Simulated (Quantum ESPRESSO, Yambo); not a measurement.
Planning a run of Yambo 5.3.0 on TiO2 (Anatase). The input:

```
optics
chi
dipoles
tddft
Chimod= "LRC"
% QpntsRXd
 1 | 1 |
%
% BndsRnXd
 1 | 87 |
%
NGsBlkXd= 3 Ry
% EnRngeXd
 0 | 20 | eV
%
% DmRngeXd
 0.15 | 0.15 | eV
%
ETStpsXd= 201
% LongDrXd
 1 | 0 | 0 |
%
% XfnQP_E
 1.562 | 1.0 | 1.0 |
%
LRC_alpha= -0.484
```

```sh
OMP_NUM_THREADS=1 mpirun -n 4 yambo -F optics5.in -J optics5 -C optics5 > optics5.log
```

The stored states that it reads are on a 6×6×6 mesh. It takes space group I4_1/amd (No. 141, tetragonal). Conventional cell: a = 3.784 Å, b = 3.784 Å, c = 9.515 Å, α = 90.00°, β = 90.00°, γ = 90.00°. Ti has 6 O at 1.93 to 1.98 Å nearest. Nearest to O lie 3 Ti at 1.93 to 1.98 Å. Farther neighbours and most contacts between anions are not listed.

**Question.** Estimate wall time and host memory on 4 MPI ranks of Arm Neoverse V2, shared host.

It took 19 s; on shared hardware allow 9.7 s to 39 s. Peak host memory was 3.9 GiB.

[Paths, hosts, dates, memory and timing lines, banners, echoed tables and standing remarks are left out of the program output.]

[Logs are printed without paths, hosts, clocks, repeated set-up lines and the standing remarks that a program may print on its own settings, such as how far it seeks lower states.]

[Runs of the session that timed out or met a known fault of the program may be left out.]

[Hosts, paths, dates, database ids (printed as entryN), source tags and the programs' standing remarks are cut or masked in the printed files.]
